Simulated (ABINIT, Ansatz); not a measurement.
### How the form of the self-energy moves the gap of TlGaF6 (R-3)

Symmetry: R-3, No. 148, trigonal system. The conventional cell has a = 5.097 Å, b = 5.097 Å, c = 14.189 Å, α = 90.00°, β = 90.00°, γ = 120.00°. Nearest to Tl lie 6 F at 2.18 Å. Ga has 6 F at 1.90 Å nearest. Nearest to F lie 1 Ga at 1.90 Å and 1 Tl at 2.18 Å. Farther neighbours, and contacts between anions beyond the nearest, are not listed.

| Quantity | Value |
| --- | --- |
| method | RPA screening on PBEsol, plane waves, norm-conserving pseudopotentials (and 3 further levels or steps) |
| program | ABINIT 10.8.3 |
| settings | cutoff 45 Ha, PseudoDojo scalar-relativistic 0.4 stringent, norm-conserving, ngkpt (2, 2, 2), nband 112, ecuteps 4.2 Ha, gwcalctyp 2, nfreqre 16, nfreqim 8, inclvkb 2, freqremax 40 eV, spmeth 1, nomegasf 120, shiftk (0, 0, 0), symchi 1, awtr 1, frequency cd, 2×2×2 k-mesh |
| cost | 8 runs, 4.7 min in all on 4 MPI ranks of Arm Neoverse V1, shared host |
| notes | The program’s warnings: Min real frequency set to default [Ha] =. The cell and positions are those that the Materials Project relaxed with its own functionals (PBE, PBE+U or r2SCAN), kept fixed. Limits: no spin-orbit coupling. The 2×2×2 mesh is coarse for this cell, which bears on the long-range parts of exchange and screening. |
| G0W0, Godby-Needs plasmon pole | 5.661 eV |
| G0W0, Hybertsen-Louie plasmon pole | 6.186 eV |
| G0W0, von der Linden-Horsch plasmon pole | 5.774 eV |
| one-shot Hartree-Fock | 13.628 eV |
| G0W0, contour deformation | 5.473 eV |
| known limits | short of the basis limit; no spin-orbit coupling; coarse k mesh |

G0W0, Hybertsen-Louie plasmon pole: +0.525 eV against G0W0, Godby-Needs plasmon pole. G0W0, von der Linden-Horsch plasmon pole: +0.113 eV against G0W0, Godby-Needs plasmon pole.

[Paths, hosts, dates, memory and timing lines, banners, echoed tables and standing remarks are left out of the program output; an Ansatz launch command may be rebuilt from the run's recorded settings. Measured values are a selection of at most five: reports struck by readers or far from the other reports are left out. None is set beside runs whose start may be inverted or whose files or cutoffs have a known fault.]

[Runs of the session that timed out or met a known fault of the program may be left out.]

[Hosts, paths, dates, database ids (printed as entryN), source tags and the programs' standing remarks are cut or masked in the printed files.]

[G0W0 gaps are taken among the corrected bands and points alone; a level outside them can change the order at an edge.]

[Where Ansatz stands beside ABINIT at settings called matched, ABINIT's density can come from a denser mesh and the files from another edition; pairs whose starting gaps differed by over 0.03 eV were left out, so agreement reads better than it is.]
